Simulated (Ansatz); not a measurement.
# How Rh(100) screens a field

Wanted: the response of a Rh(100) slab to a perpendicular field.

Method: plane-wave DFT, r2SCAN, Ansatz PAW, in Ansatz 0.2.0.

Report form: the programs' logs are mostly left out.

## (1) Starting point

The cell holds 6 atoms: 6 Rh. Its edges and angles: a = 2.687 Å, b = 2.687 Å, c = 27.500 Å, α = 90.0°, β = 90.0°, γ = 90.0°. Vacuum lies along c.

## (2) Single point, field 0

A sawtooth potential applies the field, turning back in the middle of the vacuum. With the dipole correction the typed value is the field outside the slab. The induced dipole is small, so the SCF threshold is tight.

File input.yaml:

```yaml
crystal:
  lattice:
    - [2.6870057685, 0.0, 0.0]
    - [0.0, 2.6870057685, 0.0]
    - [0.0, 0.0, 27.5]
  atoms:
    - { symbol: Rh, position: [0.5, 0.5, 0.3272727273] }
    - { symbol: Rh, position: [0.0, 0.0, 0.3963636364] }
    - { symbol: Rh, position: [0.5, 0.5, 0.4654545455] }
    - { symbol: Rh, position: [0.0, 0.0, 0.5345454545] }
    - { symbol: Rh, position: [0.5, 0.5, 0.6036363636] }
    - { symbol: Rh, position: [0.0, 0.0, 0.6727272727] }
kpoints:
  mp_grid: { grid: [18, 18, 1] }
hamiltonian:
  xc: r2scan
scf:
  occupations: { method: fermi_dirac, width: 0.1 }
  convergence: { dr2_threshold: 1.0e-10 }
efield:
  axis: 3
  dipole_correction: true
  ramp_position: 0.97
  ramp_width: 0.06
  amplitude: 0
output:
  forces: true
  write_potential: true
  write_density: true
  volumetric_format: npy
```

The run is started by

```bash
$ ansatz run input.yaml --threads 4 --pin off --max-ram 6144MiB --backend cpu --events-out ev --progress --plain --runs-dir out
```

The job ended after 73 s (4 threads of Arm Neoverse V1, shared host; peak memory 1.2 GiB; 4.7 min of CPU time).

This step gave:

* energy at zero smearing: -38489.1916 eV
* work function, upper face: 5.063 eV
* dipole along the normal: -8.14e-8 e·Å

Running mean over 1.9 Å of the planar mean; the ramp of the sawtooth is left out. Table of electron's electrostatic potential energy less the Fermi level by z:

| z (Å) | electron's electrostatic potential energy less the Fermi level (eV) |
| --- | --- |
| 4 | 5.06 |
| 5 | 5.06 |
| 6 | 5.01 |
| 7 | 4.40 |
| 8 | -3.52 |
| 9 | -12.2 |
| 10 | -12.8 |
| 11 | -13.0 |
| 12 | -13.1 |
| 13 | -13.1 |
| 14 | -13.1 |
| 15 | -13.1 |
| 16 | -13.0 |
| 17 | -12.9 |
| 18 | -12.7 |
| 19 | -9.70 |
| 20 | 2.27 |
| 21 | 4.88 |
| 22 | 5.05 |
| 23 | 5.06 |
| 24 | 5.06 |

Force by atom:

| atom | x (eV/Å) | y (eV/Å) | z (eV/Å) | size |
| --- | --- | --- | --- | --- |
| Rh1 | 0.000 | 0.000 | 0.622 | 0.622 |
| Rh2 | 0.000 | 0.000 | -0.542 | 0.542 |
| Rh3 | 0.000 | 0.000 | -0.210 | 0.210 |
| Rh4 | 0.000 | 0.000 | 0.210 | 0.210 |
| Rh5 | 0.000 | 0.000 | 0.542 | 0.542 |
| Rh6 | 0.000 | 0.000 | -0.622 | 0.622 |

The work function of the upper face is 5.06 eV.

## (3) Single point, field 0.05 V/Å

Changes to input.yaml since step 2:

```diff
@@ -24,3 +24,3 @@
   ramp_width: 0.06
-  amplitude: 0
+  amplitude: 0.05
 output:
```

Elapsed: 72 s, on 4 threads; peak memory 1.2 GiB; 4.7 min of CPU time.

The dipole is 0.0257 e·Å.

## (4) Single point, field -0.05 V/Å

Changes to input.yaml since step 3:

```diff
@@ -24,3 +24,3 @@
   ramp_width: 0.06
-  amplitude: 0.05
+  amplitude: -0.05
 output:
```

The job ended after 69 s (4 threads; peak memory 1.2 GiB).

The dipole is -0.0257 e·Å.

## (5) Atoms held, field 0.1 V/Å

Changes to input.yaml since step 4:

```diff
@@ -24,3 +24,3 @@
   ramp_width: 0.06
-  amplitude: -0.05
+  amplitude: 0.1
 output:
```

Run time: 58 s. Hardware: 4 threads; peak memory 1.2 GiB.

The dipole is 0.0514 e·Å.

## (6) Atoms held, field -0.1 V/Å

Changes to input.yaml since step 5:

```diff
@@ -24,3 +24,3 @@
   ramp_width: 0.06
-  amplitude: 0.1
+  amplitude: -0.1
 output:
```

It took 57 s on 4 threads; peak memory 1.2 GiB.

The dipole is -0.0514 e·Å.

## (7) Atoms held, field 0.2 V/Å

Changes to input.yaml since step 6:

```diff
@@ -24,3 +24,3 @@
   ramp_width: 0.06
-  amplitude: -0.1
+  amplitude: 0.2
 output:
```

Wall time 60 s (4 threads); peak memory 1.2 GiB.

The dipole is 0.103 e·Å.

## (8) Atoms held, field -0.2 V/Å

Changes to input.yaml since step 7:

```diff
@@ -24,3 +24,3 @@
   ramp_width: 0.06
-  amplitude: 0.2
+  amplitude: -0.2
 output:
```

Wall time 58 s (4 threads); peak memory 1.2 GiB.

The dipole is -0.103 e·Å.

## (9) Single point, field 0.4 V/Å

Changes to input.yaml since step 8:

```diff
@@ -24,3 +24,3 @@
   ramp_width: 0.06
-  amplitude: -0.2
+  amplitude: 0.4
 output:
@@ -30 +30,2 @@
   volumetric_format: npy
+  elf: true
```

Run time: 63 s. Hardware: 4 threads; peak memory 1.2 GiB.

Running mean over 1.9 Å of the planar mean, with the applied field; the ramp of the sawtooth is left out. The electron's electrostatic potential energy less the Fermi level by z:

| z (Å) | electron's electrostatic potential energy less the Fermi level (eV) |
| --- | --- |
| 3.5 | 3.56 |
| 4.0 | 3.75 |
| 4.5 | 3.95 |
| 5.0 | 4.15 |
| 5.5 | 4.34 |
| 6.0 | 4.49 |
| 6.5 | 4.54 |
| 7.0 | 4.20 |
| 7.5 | 2.18 |
| 8.0 | -3.54 |
| 8.5 | -9.69 |
| 9.0 | -12.2 |
| 9.5 | -12.7 |
| 10.0 | -12.8 |
| 10.5 | -12.9 |
| 11.0 | -13.0 |
| 11.5 | -13.0 |
| 12.0 | -13.1 |
| 12.5 | -13.1 |
| 13.0 | -13.1 |
| 13.5 | -13.1 |
| 14.0 | -13.1 |
| 14.5 | -13.1 |
| 15.0 | -13.1 |
| 15.5 | -13.1 |
| 16.0 | -13.0 |
| 16.5 | -13.0 |
| 17.0 | -12.9 |
| 17.5 | -12.8 |
| 18.0 | -12.7 |
| 18.5 | -12.2 |
| 19.0 | -9.70 |
| 19.5 | -3.49 |
| 20.0 | 2.36 |
| 20.5 | 4.61 |
| 21.0 | 5.25 |
| 21.5 | 5.57 |
| 22.0 | 5.80 |
| 22.5 | 6.00 |
| 23.0 | 6.20 |
| 23.5 | 6.40 |
| 24.0 | 6.60 |

The dipole is 0.206 e·Å.

## (10) The response

This step: plane-wave DFT, r2SCAN, Ansatz PAW; screening of a field by a metal slab (Ansatz 0.2.0).

The dipoles give the slope, and the difference of two potentials shows where the field is screened.

This step gave:

| Property | Result |
| --- | --- |
| equivalent conductor thickness p/(ε₀AE) | 12.87 Å |
| distance between the outer atoms | 9.500 Å |
| inner field over outer field | -0.001411 |
| image plane, upper face | 1.654 Å |
| induced electrons on the upper face over ε₀E | -1.005 |
| image plane, lower face | 1.654 Å |
| induced electrons on the lower face over ε₀E | 1.005 |

Dipole of the cell against applied field:

| applied field (V/Å) | dipole of the cell (e·Å) |
| --- | --- |
| -0.200 | -0.103 |
| -0.100 | -0.0514 |
| -0.050 | -0.0257 |
| 0.000 | 0 |
| 0.050 | 0.0257 |
| 0.100 | 0.0514 |
| 0.200 | 0.103 |
| 0.400 | 0.206 |

Local field over the applied field, running mean. From the potentials at -0.05 and 0.05 V/Å; running mean over 1.9 Å. Local field over applied field against z:

| z (Å) | local field over applied field |
| --- | --- |
| 4.5 | 0.997 |
| 5.0 | 0.991 |
| 5.5 | 0.976 |
| 6.0 | 0.938 |
| 6.5 | 0.854 |
| 7.0 | 0.691 |
| 7.5 | 0.450 |
| 8.0 | 0.219 |
| 8.5 | 0.0494 |
| 9.0 | -0.0236 |
| 9.5 | -0.0125 |
| 10.0 | 8.5e-4 |
| 10.5 | 0.00562 |
| 11.0 | 0.00319 |
| 11.5 | 7.7e-5 |
| 12.0 | -0.00135 |
| 12.5 | -4.7e-4 |
| 13.0 | -8.4e-4 |
| 13.5 | -0.00193 |
| 14.0 | -0.00191 |
| 14.5 | -8.4e-4 |
| 15.0 | -4.7e-4 |
| 15.5 | -0.00135 |
| 16.0 | 5.2e-5 |
| 16.5 | 0.00319 |
| 17.0 | 0.00562 |
| 17.5 | 8.5e-4 |
| 18.0 | -0.0125 |
| 18.5 | -0.0236 |
| 19.0 | 0.0494 |
| 19.5 | 0.219 |
| 20.0 | 0.450 |
| 20.5 | 0.691 |
| 21.0 | 0.854 |
| 21.5 | 0.938 |
| 22.0 | 0.976 |
| 22.5 | 0.991 |
| 23.0 | 0.997 |

The induced electron density oscillates, so the rows of the table below give means over windows of 0.5 Å about each position, cut where the curve ends. Its maxima inside the range that stand out by 2 % of the span (Å: e/Å³ per V/Å): 7.89: 0.00438, 9.04: 7.1e-4, 10.57: 2.1e-4, 11.20: 2.3e-4, 15.79: 1.1e-4, 16.55: -2.0e-5, 18.21: 9.7e-4, 18.84: 0.0015. Its minima: 8.66: -0.0015, 9.29: -9.7e-4, 10.95: 2.0e-5, 11.71: -1.1e-4, 16.30: -2.3e-4, 16.93: -2.1e-4, 18.46: -7.1e-4, 19.61: -0.00438.

Electrons, planar mean, per unit field. The induced electron density by z; means over each step:

| z (Å) | induced electron density (e/Å³ per V/Å) |
| --- | --- |
| 4.5 | 2.1e-5 |
| 5.0 | 6.1e-5 |
| 5.5 | 1.7e-4 |
| 6.0 | 4.3e-4 |
| 6.5 | 0.00102 |
| 7.0 | 0.00214 |
| 7.5 | 0.00365 |
| 8.0 | 0.00389 |
| 8.5 | 8.3e-5 |
| 9.0 | -1.1e-4 |
| 9.5 | -3.6e-4 |
| 10.0 | -1.2e-4 |
| 10.5 | 9.7e-5 |
| 11.0 | 1.2e-4 |
| 11.5 | -6.5e-6 |
| 12.0 | -7.0e-5 |
| 12.5 | 3.1e-5 |
| 13.0 | 1.4e-5 |
| 13.5 | 3.4e-5 |
| 14.0 | -3.4e-5 |
| 14.5 | -1.4e-5 |
| 15.0 | -3.1e-5 |
| 15.5 | 7.0e-5 |
| 16.0 | 6.5e-6 |
| 16.5 | -1.2e-4 |
| 17.0 | -9.7e-5 |
| 17.5 | 1.2e-4 |
| 18.0 | 3.6e-4 |
| 18.5 | 1.1e-4 |
| 19.0 | -8.3e-5 |
| 19.5 | -0.00389 |
| 20.0 | -0.00365 |
| 20.5 | -0.00214 |
| 21.0 | -0.00102 |
| 21.5 | -4.3e-4 |
| 22.0 | -1.7e-4 |
| 22.5 | -6.1e-5 |
| 23.0 | -2.1e-5 |

By hand: between -0.05 and 0.05 V/Å the dipole changes by 0.05135 e·Å, a slope of 0.5135 e·Å²/V. A perfect conductor of thickness t has p = ε₀AEt, so t = 180.95 × 0.5135 / 7.220 = 12.87 Å (e/ε₀ = 180.95 V·Å, A in Å²). Less the 9.50 Å between the outer atoms, and halved, that puts each image plane 1.68 Å out.

The induced dipole is that of a conductor 12.87 Å thick.

## (11) The same run with other settings: efield.ramp_width = 0.04

This step: plane-wave DFT, r2SCAN, Ansatz PAW (Ansatz 0.2.0).

A run with a changed input: it repeats the earlier run at 0.05 V/Å with efield.ramp_width from 0.06 to 0.04.

Changes to input.yaml since step 9:

```diff
@@ -23,4 +23,4 @@
   ramp_position: 0.97
-  ramp_width: 0.06
-  amplitude: 0.4
+  ramp_width: 0.04
+  amplitude: 0.05
 output:
@@ -30,2 +30 @@
   volumetric_format: npy
-  elf: true
```

The job ended after 69 s (4 threads; peak memory 1.2 GiB).

Numbers from this step:

```yaml
energy_at_zero_smearing: -38489.1922 eV
dipole_along_the_normal: 0.02568 e·Å
```

Force by atom:

| atom | x (eV/Å) | y (eV/Å) | z (eV/Å) | size |
| --- | --- | --- | --- | --- |
| Rh1 | 0.000 | 0.000 | 0.622 | 0.622 |
| Rh2 | 0.000 | 0.000 | -0.543 | 0.543 |
| Rh3 | 0.000 | 0.000 | -0.210 | 0.210 |
| Rh4 | 0.000 | 0.000 | 0.211 | 0.211 |
| Rh5 | 0.000 | 0.000 | 0.541 | 0.541 |
| Rh6 | 0.000 | 0.000 | -0.622 | 0.622 |

| quantity | this run | earlier run | difference |
| --- | --- | --- | --- |
| dipole along the normal (e·Å) | 0.02568 | 0.02567 | 8.3e-6 |

The dipole moves by under 0.5 % or 5e-5 e·Å.

## (12) The same run with other settings

Another changed input: it repeats the earlier run at 0.05 V/Å with efield.ramp_width from 0.06 to 0.15 and efield.dipole_correction from true to false.

Changes to input.yaml since step 11:

```diff
@@ -21,5 +21,5 @@
   axis: 3
-  dipole_correction: true
+  dipole_correction: false
   ramp_position: 0.97
-  ramp_width: 0.04
+  ramp_width: 0.15
   amplitude: 0.05
```

Wall time 49 s (4 threads); peak memory 1.2 GiB.

| quantity | this run | earlier run | difference |
| --- | --- | --- | --- |
| dipole along the normal (e·Å) | 0.04826 | 0.02567 | 0.023 |

With the dipole correction off, the periodic images add a field of their own to the typed one.

It moves by +0.0226 e·Å.

These numbers are not those of the isolated slab.

## (13) What came out

```
work function                                : 5.06 eV
image plane, upper face                      : 1.65 Å
induced electrons on the upper face over ε₀E : -1.00
equivalent conductor thickness p/(ε₀AE)      : 12.9 Å
inner field over outer field                 : -0.00141
```

**Reading.** The induced charge has its centre 1.65 Å outside the outermost atoms; this is the plane from which a capacitor's gap or an image potential counts. The equivalent conductor thickness exceeds the distance between the outer atoms by 3.37 Å, about the sum of the two image-plane distances. In the middle of the slab the field is screened to under 0.5 % of its outer value. The atoms are held at bulk positions with the tabulated experimental lattice constant.

[Logs are printed without paths, hosts, clocks, repeated set-up lines and the standing remarks that a program may print on its own settings, such as how far it seeks lower states.]

[Hosts, paths, dates, database ids (printed as entryN), source tags and the programs' standing remarks are cut or masked in the printed files.]

[Maps of the electrostatic potential energy from Ansatz leave out the sawtooth potential of an applied field or a dipole correction, so their vacuum need not be flat; planar profiles and work functions include it.]
